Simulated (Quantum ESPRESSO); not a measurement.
# Near-edge structure at the O K edge of NiO (Fm-3m)

Aim: the near-edge shape at the O K edge of NiO (Fm-3m), and what the core hole does to it.

Program: Quantum ESPRESSO 7.5. Level of theory: X-ray absorption near-edge structure, plane-wave PAW PBE+U, one-electron final states by a Lanczos continued fraction. Results are calculated unless marked as measured.

### Step 1. The starting structure

It takes space group Fm-3m (No. 225, cubic). The conventional cell has a = 4.172 Å, b = 4.172 Å, c = 4.172 Å, α = 90.00°, β = 90.00°, γ = 90.00°. Nearest to Ni lie 6 O at 2.09 Å. Nearest to O lie 6 Ni at 2.09 Å. Farther neighbours and most contacts between anions are not listed.

### Step 2. The field without a hole

A plain self-consistent run shows whether there is a gap and which moments survive; both decide the set-up of the core-hole run.

The PAW data sets are made with ld1.x, with reconstruction data.

File scf.in:

```
&control
   calculation='scf', prefix='x', pseudo_dir='../pp', outdir='tmp', tprnfor=.true.
/
&system
   ibrav=0, nat=4, ntyp=4, nbnd=20
   ecutwfc=50, ecutrho=360
   occupations='smearing', smearing='mv', degauss=0.015
   nspin=2
   starting_magnetization(1)=0.20
   starting_magnetization(2)=-0.20
/
&electrons
   conv_thr=4.0e-08, electron_maxstep=120
   mixing_beta=0.3, mixing_mode='local-TF'
/
ATOMIC_SPECIES
Ni 1.0 Ni.pbe-n-kjpaw.UPF
Ni2 1.0 Ni.pbe-n-kjpaw.UPF
Oa 1.0 O.pbe-n-kjpaw.UPF
O 1.0 O.pbe-n-kjpaw.UPF
CELL_PARAMETERS angstrom
  2.08590164 2.08590164 4.17180328
  4.17180328 2.08590164 2.08590164
  2.08590164 4.17180328 2.08590164
ATOMIC_POSITIONS crystal
Ni   0.00000000 0.00000000 0.00000000
Ni2  0.50000000 0.50000000 0.50000000
Oa   0.25000000 0.25000000 0.25000000
O    0.75000000 0.75000000 0.75000000
K_POINTS automatic
10 10 10 0 0 0
HUBBARD (ortho-atomic)
U Ni-3d 7
U Ni2-3d 7
```

The run is started by

```bash
$ OMP_NUM_THREADS=1 mpirun --oversubscribe --bind-to none -np 8 pw.x -nk 8 -in scf.in > scf.out
```

The program printed:

```text
     [... banner and references ...]
using ibrav=0 with symmetry is DISCOURAGED, use correct ibrav instead

     G-vector sticks info
     --------------------

     Using Slab Decomposition

     bravais-lattice index     =            0
     lattice parameter (alat)  =       9.6554  a.u.
     unit-cell volume          =     244.9842 (a.u.)^3
     number of atoms/cell      =            4
     number of atomic types    =            4
     number of electrons       =        32.00
     number of Kohn-Sham states=           20
     kinetic-energy cutoff     =      50.0000  Ry
     charge density cutoff     =     360.0000  Ry
     scf convergence threshold =      4.0E-08
     mixing beta               =       0.3000
     number of iterations used =            8  local-TF  mixing
     Exchange-correlation= SLA  PW   PBX  PBC
                           (   1   4   3   4   0   0   0)
     Hubbard projectors: ortho-atomic
     Hubbard parameters of DFT+U (Dudarev formulation) in eV:
     U(Ni-3d) =  7.0000
     U(Ni2-3d) =  7.0000

     Internal variables: lda_plus_u =T, lda_plus_u_kind = 0

     Internal variables: orbital_resolved =F, hub_pot_fix =F, apply_U = F

     celldm(1)=   9.655357  celldm(2)=   0.000000  celldm(3)=   0.000000
     celldm(4)=   0.000000  celldm(5)=   0.000000  celldm(6)=   0.000000

     crystal axes: (cart. coord. in units of alat)
               a(1) = (   0.408248   0.408248   0.816497 )
               a(2) = (   0.816497   0.408248   0.408248 )
               a(3) = (   0.408248   0.816497   0.408248 )

     reciprocal axes: (cart. coord. in units 2 pi/alat)
               b(1) = ( -0.612372 -0.612372  1.837117 )
               b(2) = (  1.837117 -0.612372 -0.612372 )
               b(3) = ( -0.612372  1.837117 -0.612372 )

     PseudoPot. #1 for Ni:     Pseudo is Projector augmented-wave + core cor, Zval = 10.0

     PseudoPot. #2 for Ni:     Pseudo is Projector augmented-wave + core cor, Zval = 10.0

     ../pp/O.pbe-n-kjpaw.UPF
     Pseudo is Projector augmented-wave + core cor, Zval =  6.0
     Shape of augmentation charge: PSQ
     Using radial grid of 1095 points,  4 beta functions with:
                l(1) =   0
                l(2) =   0
                l(3) =   1
                l(4) =   1
     Q(r) pseudized with 0 coefficients

     ../pp/O.pbe-n-kjpaw.UPF
     Pseudo is Projector augmented-wave + core cor, Zval =  6.0
     Shape of augmentation charge: PSQ
     Using radial grid of 1095 points,  4 beta functions with:
                l(1) =   0
                l(2) =   0
                l(3) =   1
                l(4) =   1
     Q(r) pseudized with 0 coefficients

     atomic species   valence    mass     pseudopotential
     Ni               10.00     1.00000     Ni( 1.00)
     Ni2              10.00     1.00000     Ni( 1.00)
     Oa                6.00     1.00000     O ( 1.00)
     O                 6.00     1.00000     O ( 1.00)

     Starting magnetic structure
     atomic species   magnetization
     Ni              0.200
     Ni2            -0.200
     Oa              0.000
     O               0.000

      6 Sym. Ops. (no inversion) found

   Cartesian axes

     site n.     atom                  positions (alat units)
         1        Ni     tau(   1) = (   0.0000000   0.0000000   0.0000000  )
         2        Ni2    tau(   2) = (   0.8164966   0.8164966   0.8164966  )
         3        Oa     tau(   3) = (   0.4082483   0.4082483   0.4082483  )
         4        O      tau(   4) = (   1.2247449   1.2247449   1.2247449  )

     number of k points=   116  Marzari-Vanderbilt smearing, width (Ry)=  0.0150

     Number of k-points >= 100: set verbosity='high' to print them.

     Dense  grid:    28291 G-vectors     FFT dimensions: (  60,  60,  60)

     Smooth grid:    11717 G-vectors     FFT dimensions: (  45,  45,  45)

     Generating pointlists ...
[...]
absolute magnetization    =     3.58 Bohr mag/cell

     iteration #  5     ecut=    50.00 Ry     beta= 0.30
     Davidson diagonalization with overlap
     ethr =  6.10E-05,  avg # of iterations =  6.4

     total energy              =    -454.44384143 Ry
     estimated scf accuracy    <       0.01722259 Ry

     total magnetization       =    -0.00 Bohr mag/cell
     absolute magnetization    =     3.61 Bohr mag/cell

[...]
c_bands:  1 eigenvalues not converged
[...]
total energy              =    -454.44355464 Ry
[...]
iteration # 16     ecut=    50.00 Ry     beta= 0.30
     Davidson diagonalization with overlap
     ethr =  1.17E-08,  avg # of iterations =  2.0

     total energy              =    -454.44355510 Ry
     estimated scf accuracy    <       0.00000064 Ry

     total magnetization       =    -0.00 Bohr mag/cell
     absolute magnetization    =     3.64 Bohr mag/cell

     iteration # 17     ecut=    50.00 Ry     beta= 0.30
     Davidson diagonalization with overlap
     ethr =  1.99E-09,  avg # of iterations =  2.3

     total energy              =    -454.44355500 Ry
     estimated scf accuracy    <       0.00000040 Ry

     total magnetization       =    -0.00 Bohr mag/cell
     absolute magnetization    =     3.64 Bohr mag/cell

     iteration # 18     ecut=    50.00 Ry     beta= 0.30
     Davidson diagonalization with overlap
     ethr =  1.26E-09,  avg # of iterations =  4.0

     Magnetic moment per site  (integrated on atomic sphere of radius R)
     atom   1 (R=0.168)  charge=  7.6593  magn=  1.6941
     atom   2 (R=0.168)  charge=  7.6593  magn= -1.6941
     atom   3 (R=0.168)  charge=  5.7389  magn=  0.0000
     atom   4 (R=0.168)  charge=  5.7389  magn= -0.0000

     End of self-consistent calculation

     =================== HUBBARD OCCUPATIONS ===================
     ------------------------ ATOM    1 ------------------------
     Tr[ns(  1)] (up, down, total) =   4.98063  3.25119  8.23182
     Atomic magnetic moment for atom   1 =   1.72943
[...]
SPIN  2
     eigenvalues:
[...]
eigenvectors (columns):
[...]
occupation matrix ns (before diag.):
[...]
------------------------ ATOM    2 ------------------------
     Tr[ns(  2)] (up, down, total) =   3.25119  4.98062  8.23182
     Atomic magnetic moment for atom   2 =  -1.72943
     SPIN  1
     eigenvalues:
[...]
eigenvectors (columns):
[...]
occupation matrix ns (before diag.):
[...]
SPIN  2
     eigenvalues:
[...]
eigenvectors (columns):
[...]
occupation matrix ns (before diag.):
[...]
-0.000 -0.000  0.997  0.000  0.000
       0.000 -0.000  0.000  0.995 -0.000
      -0.000  0.000  0.000 -0.000  0.997

     Number of occupied Hubbard levels =   16.4636

     Number of k-points >= 100: set verbosity='high' to print the bands.

     the Fermi energy is    12.7051 ev

!    total energy              =    -454.44355513 Ry
     total all-electron energy =     -6383.920746 Ry
     estimated scf accuracy    <          1.2E-09 Ry
     smearing contrib. (-TS)   =      -0.00000000 Ry
     internal energy E=F+TS    =    -454.44355513 Ry

     The total energy is F=E-TS. E is the sum of the following terms:
     one-electron contribution =     -29.53426400 Ry
     hartree contribution      =      54.24142019 Ry
     xc contribution           =     -98.58623973 Ry
     ewald contribution        =    -191.36244238 Ry
     Hubbard energy            =       0.13620944 Ry
     one-center paw contrib.   =    -189.33823865 Ry

     total magnetization       =    -0.00 Bohr mag/cell
     absolute magnetization    =     3.64 Bohr mag/cell

     convergence has been achieved in  18 iterations

     Forces acting on atoms (cartesian axes, Ry/au):

     atom    1 type  1   force =    -0.00000377   -0.00000377   -0.00000377
     atom    2 type  2   force =    -0.00000028   -0.00000028   -0.00000028
     atom    3 type  3   force =     0.00000165    0.00000165    0.00000165
     atom    4 type  4   force =     0.00000240    0.00000240    0.00000240

     Total force =     0.000008     Total SCF correction =     0.000011
     SCF correction compared to forces is large: reduce conv_thr to get better values

     XML data file, charge density, pseudopotentials, collected wavefunctions

=------------------------------------------------------------------------------=
   JOB DONE.
=------------------------------------------------------------------------------=
```

Wall time 3.1 min (8 MPI ranks of Arm Neoverse N1, shared host); peak memory 0.16 GiB; 25 min of CPU time.

Absorbing atoms carry a label of their own (element plus a letter or digit), as the spectrum program needs them as separate species.

The mesh shows a gap of 3.16 eV, so the hole is first treated in a charged cell, without the excited electron.

Site moments (μB): 1.69, -1.69, 0.00, 0.00.

### Step 3. Spectrum without a core hole, O atom 3

Without a hole the spectrum is the empty density of states of the right symmetry on the absorber, weighted by matrix elements. It needs only the small cell and serves as the baseline.

The absorber has 6 Ni at 2.09 Å (octahedral, site symmetry m-3m).

File xspectra.in:

```
&input_xspectra
   calculation='xanes_dipole', edge='K'
   prefix='x', outdir='tmp', xiabs=3, xe0=11.9897
   xonly_plot=.false., x_save_file='xanes.sav'
   xniter=3000, xcheck_conv=20, xerror=0.005
   xcoordcrys=.false., xepsilon(1)=1, xepsilon(2)=0, xepsilon(3)=0
/
&plot
   xnepoint=413, xemin=-10, xemax=45, terminator=.true., cut_occ_states=.true.
   xgamma=0.4
/
&pseudos
   filecore='../O.wfc'
/
&cut_occ
   cut_desmooth=0.1, cut_stepl=0.05, cut_stepu=0.05, cut_ierror=1e-5
/
9 9 9 0 0 0
```

The run is started by

```bash
$ OMP_NUM_THREADS=1 mpirun --oversubscribe --bind-to none -np 8 xspectra.x -nk 8 -in xspectra.in > xspectra.out
```

The program printed:

```text
     [... banner and references ...]
Reading input_file

     calculation: xanes_dipole

     xepsilon  [cartesian coordinates]:   1.000000   0.000000   0.000000

     xonly_plot: FALSE
        => complete calculation: Lanczos + spectrum plot

     filecore (core-wavefunction file): ../O.wfc

     main plot parameters:
        cut_occ_states: TRUE
        gamma_mode:  constant
        -> using xgamma [eV]:  0.40
        xemin [eV]: -10.00
        xemax [eV]:  45.00
        xnepoint:  413
        xe0 [eV]:  11.989700 (energy zero read in input file)

[...]
Results of STEP 1 successfully written in x_save_file
     x_save_file name:
     ->  xanes.sav
     x_save_file version:  2

     ... End STEP 1 ...

     ... Begin STEP 2 ...

     The spectrum is calculated using the following parameters:
        xe0 [eV]:   11.9897
        the occupied states are elimintate from the spectrum
        xemin [eV]: -10.00
        xemax [eV]:  45.00
        xnepoint:  413
        constant broadening parameter [eV]:    0.400
        Core level energy [eV]:  -543.1
         (from electron binding energy of neutral atoms in X-ray data booklet)

     Cross-section successfully written in xanes.dat

     ... End STEP 2 ...

                                END JOB XSpectra
```

Wall time 4.2 min (8 MPI ranks); peak memory 0.16 GiB.

The O K spectrum, O atom 3, no core hole (energy from the lowest empty level; intensity scaled to a mean of 1 over the first 20 eV; the points at xe0, where the cut of filled states can leave a spike, are interpolated):

```
E (eV)  intensity
  -2.0       0.05
  -1.5       0.06
  -1.0       0.08
  -0.5       0.10
   0.0       0.17
   0.5       0.33
   1.0       0.82
   1.5       1.38
   2.0       0.77
   2.5       0.52
   3.0       0.51
   3.5       0.67
   4.0       0.83
   4.5       1.04
   5.0       1.29
   5.5       1.33
   6.0       1.31
   6.5       1.20
   7.0       1.13
   7.5       1.42
   8.0       2.10
   8.5       2.92
   9.0       3.43
   9.5       2.97
  10.0       1.97
  10.5       1.27
  11.0       0.77
  11.5       0.56
  12.0       0.48
  12.5       0.55
  13.0       0.86
  13.5       1.06
  14.0       1.04
  14.5       0.98
  15.0       0.84
  15.5       0.61
  16.0       0.52
  16.5       0.45
  17.0       0.41
  17.5       0.36
  18.0       0.33
  18.5       0.31
  19.0       0.26
  19.5       0.26
  20.0       0.24
  20.5       0.24
  21.0       0.26
  21.5       0.30
  22.0       0.31
  22.5       0.38
  23.0       0.39
  23.5       0.43
  24.0       0.35
  24.5       0.30
  25.0       0.26
  25.5       0.25
  26.0       0.25
  26.5       0.31
  27.0       0.40
  27.5       0.58
  28.0       0.88
  28.5       1.23
  29.0       1.49
  29.5       1.73
  30.0       2.13
  30.5       1.87
  31.0       1.10
  31.5       0.69
  32.0       0.53
```

Main maxima below 24 eV (height): 1.5 eV (1.38), 5.2 eV (1.36), 9.1 eV (3.52), 13.8 eV (1.06) and 23.4 eV (0.43). A K edge sees empty p states; the first features are O p mixed into the empty d states of the Ni neighbours, and the broad ones above probably into the cations' higher empty bands.

### Step 4. Another broadening

The final state's lifetime shortens with energy, so measured features broaden above the edge; the saved Lanczos coefficients are redrawn with a width that grows.

File xspectra_plot.in:

```
&input_xspectra
   calculation='xanes_dipole', edge='K'
   prefix='x', outdir='tmp', xiabs=3, xe0=11.9897
   xonly_plot=.true., x_save_file='xanes.sav'
   xniter=3000, xcheck_conv=20, xerror=0.005
   xcoordcrys=.false., xepsilon(1)=1, xepsilon(2)=0, xepsilon(3)=0
/
&plot
   xnepoint=413, xemin=-10, xemax=45, terminator=.true., cut_occ_states=.true.
   gamma_mode='variable', gamma_energy(1)=4, gamma_energy(2)=25, gamma_value(1)=0.3, gamma_value(2)=2.5
/
&pseudos
   filecore='../O.wfc'
/
&cut_occ
   cut_desmooth=0.1, cut_stepl=0.05, cut_stepu=0.05, cut_ierror=1e-5
/
9 9 9 0 0 0
```

The run is started by

```bash
$ OMP_NUM_THREADS=1 xspectra.x -in xspectra_plot.in > xspectra_plot.out
```

The program printed:

```text
     [... banner and references ...]
Reading input_file
     -------------------------------------------------------------------------

     calculation: xanes_dipole

     xonly_plot: TRUE
        => only the spectrum plot

     main plot parameters:
        cut_occ_states: TRUE
        gamma_mode:  variable
        -> first, constant up to point ( 4.00, 0.30) [eV]
        -> then, linear up to point (25.00, 2.50) [eV]
        -> finally, constant up to xemax
        xemin [eV]: -10.00
        xemax [eV]:  45.00
        xnepoint:  413
[...]
xemin [eV]: -10.00
        xemax [eV]:  45.00
        xnepoint:  413
        energy-dependent broadening parameter:
         -> first, constant up to point ( 4.00, 0.30) [eV]
         -> then, linear up to point (25.00, 2.50) [eV]
         -> finally, constant up to xemax
        Core level energy [eV]:  -543.1
         (from electron binding energy of neutral atoms in X-ray data booklet)

     Cross-section successfully written in xanes.dat

     -------------------------------------------------------------------------
                                END JOB XSpectra
     -------------------------------------------------------------------------
[key lines of the parts left out:]
Fermi level [eV]:  10.4081
```

Elapsed: 19 s, on 1 MPI rank; peak memory 0.14 GiB.

With a Lorentzian half width 0.3 eV up to 4 eV, rising linearly to 2.5 eV at 25 eV (counted from xe0, 1.6 eV below the zero used here), the maxima are 1.5 eV (1.69) and 9.0 eV (2.44).

### Step 5. Reference energy of the supercell

The photon energy needs a difference of total energies, so the cell and mesh of the coming hole run are first run without a hole.

File scf.in:

```
&control
   calculation='scf', prefix='x', pseudo_dir='../pp', outdir='tmp', tprnfor=.true.
/
&system
   ibrav=0, nat=16, ntyp=3, nbnd=79
   ecutwfc=50, ecutrho=360
   occupations='smearing', smearing='gaussian', degauss=0.003
   nspin=2
   starting_magnetization(1)=0.20
   starting_magnetization(2)=-0.20
/
&electrons
   conv_thr=1.6e-07, electron_maxstep=120
   mixing_beta=0.3, mixing_mode='local-TF'
/
ATOMIC_SPECIES
Ni 1.0 Ni.pbe-n-kjpaw.UPF
Ni2 1.0 Ni.pbe-n-kjpaw.UPF
O 1.0 O.pbe-n-kjpaw.UPF
CELL_PARAMETERS angstrom
  -4.17180328 4.17180328 0.00000000
  -4.17180328 -4.17180328 0.00000000
  4.17180328 0.00000000 4.17180328
ATOMIC_POSITIONS crystal
Ni   0.00000000 0.00000000 0.00000000
Ni   0.50000000 0.00000000 0.00000000
Ni   0.50000000 0.50000000 0.50000000
Ni   0.00000000 0.50000000 0.50000000
Ni2  0.50000000 0.50000000 0.00000000
Ni2  0.00000000 0.50000000 0.00000000
Ni2  0.00000000 0.00000000 0.50000000
Ni2  0.50000000 0.00000000 0.50000000
O    0.25000000 0.75000000 0.50000000
O    0.75000000 0.75000000 0.50000000
O    0.75000000 0.25000000 0.00000000
O    0.25000000 0.25000000 0.00000000
O    0.75000000 0.25000000 0.50000000
O    0.25000000 0.25000000 0.50000000
O    0.25000000 0.75000000 0.00000000
O    0.75000000 0.75000000 0.00000000
K_POINTS automatic
4 4 4 0 0 0
HUBBARD (ortho-atomic)
U Ni-3d 7
U Ni2-3d 7
```

The run is started by

```bash
$ OMP_NUM_THREADS=1 mpirun --oversubscribe --bind-to none -np 8 pw.x -nk 8 -in scf.in > scf.out
```

The program printed:

```text
     [... banner and references ...]
[banner, memory and clock lines left out]
Found identity + ( -0.5000 -0.0000  0.0000) symmetry
     This is a supercell, fractional translations are disabled
     using ibrav=0 with symmetry is DISCOURAGED, use correct ibrav instead

     G-vector sticks info

     bravais-lattice index     =            0
     lattice parameter (alat)  =      11.1490  a.u.
[...]
atom    3 type  1   force =     0.00000000   -0.00000000   -0.00000000
[...]
atom   15 type  3   force =     0.00001651   -0.00000590    0.00001651
     atom   16 type  3   force =    -0.00000590    0.00001651    0.00001651

     Total force =     0.000091     Total SCF correction =     0.000095
     SCF correction compared to forces is large: reduce conv_thr to get better values

     XML data file, charge density, pseudopotentials, collected wavefunctions
[key lines of the parts left out:]
!    total energy              =   -1817.77419789 Ry
total magnetization       =     0.00 Bohr mag/cell
the Fermi energy is    11.9746 ev
convergence has been achieved in  15 iterations
```

Wall time 5.7 min (8 MPI ranks); peak memory 0.3 GiB.

Reference energy: -347430.666 eV with the cores included.

[end of part 1 of 4]

[Banner, clock and machine lines of the logs are left out without a mark of their own.]

[Logs are printed without paths, hosts, clocks, repeated set-up lines and the standing remarks that a program may print on its own settings, such as how far it seeks lower states.]

[Hosts, paths, dates, database ids (printed as entryN), source tags and the programs' standing remarks are cut or masked in the printed files.]

[Lists of maxima count a maximum above −3 eV only where it reaches 4 % of the highest in the window and stands out from its surroundings by 2 % of it (1.5 % where it reaches 55 %); shoulders and weaker maxima are passed over, and of the rest the first, up to two pre-edge ones and the few strongest are named.]
